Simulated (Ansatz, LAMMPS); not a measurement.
# Gap against volume in glassy 40SiO2-28Al2O3-16Li2O-16SrO (mol %) (85 atoms)

Density of this cell: 2.68 g/cm³. The cell holds 85 atoms: 10 Si, 14 Al, 8 Li, 4 Sr and 49 O. Cell: a = 10.250 Å, b = 10.850 Å, c = 10.330 Å, α = 90.9°, β = 89.3°, γ = 86.6°. The starting structure: 85 atoms (10 Si, 14 Al, 8 Li, 4 Sr, 49 O) placed at random at 2.64 g/cm³, melted at 4000 K for 10 ps at fixed volume with the Morse and Coulomb pair potential with partial charges (Pedone, Malavasi, Menziani, Cormack and Segre, J. Phys. Chem. B 110, 11780 (2006)). Quenched from 4000 K to 300 K at 6 K/ps and fixed volume, held 5 ps, then minimised at fixed cell.

Calculated with Ansatz 0.2.0: Kohn-Sham DFT, PBE, PAW (set soft_2), plane waves; cutoff 420 eV, Γ point, fixed occupations. The relaxed cell was scaled evenly and the atoms were relaxed at each volume. The gap is that between the highest filled and the lowest empty Kohn-Sham level on the run's k-points.

```
volume (Å³/atom)  gap (eV)
          12.139               3.905
          12.678                   ?
          13.083               3.685
          13.488               3.584
          13.892               3.474
          14.297               3.357
```

**Question.** Fit a straight line in ln V to the rows given and interpolate to the withheld row.

Worked fit:

A volume deformation potential makes the spacing linear in u = ln(V/V0), with V0 = 13.488 Å³ the relaxed volume; v is the spacing.

| u = ln(V/V0) | v (eV) |
| --- | --- |
| -0.105360 | 3.9051 |
| -0.0304589 | 3.6848 |
| 0 | 3.5836 |
| 0.0295581 | 3.4737 |
| 0.0582688 | 3.3574 |

With n = 5: mean u = -0.00959848, mean v = 3.60092, Σ(u − ū)² = 0.015837, Σ(u − ū)(v − v̄) = -0.052553. Slope b = -0.052553 / 0.015837 = -3.3184; intercept a = v̄ − b ū = 3.5691.

At the withheld volume u = -0.06188, and v = a + b u.

Prediction at 12.678: 3.774 eV. The run gave 3.733 eV, so the fit is high by 0.041 eV (1.1 % of the value).

The slope, -3.32 eV, says that the spacing narrows on expansion. Among the rows given, the largest miss of the fit is at 14.297, by 0.018 eV (3.3 % of the range of the table).

Limits: The table spans 16 % in volume, wide for a linear law. Semilocal functionals tend to put gaps under measured ones. Only the Γ point is sampled. Atoms move by up to 1.1 Å in these relaxations, so the structure changes along the series. Defect or tail levels can set the spacing of a disordered cell.

[Logs are printed without paths, hosts, clocks, repeated set-up lines and the standing remarks that a program may print on its own settings, such as how far it seeks lower states.]

[Hosts, paths, dates, database ids (printed as entryN), source tags and the programs' standing remarks are cut or masked in the printed files.]
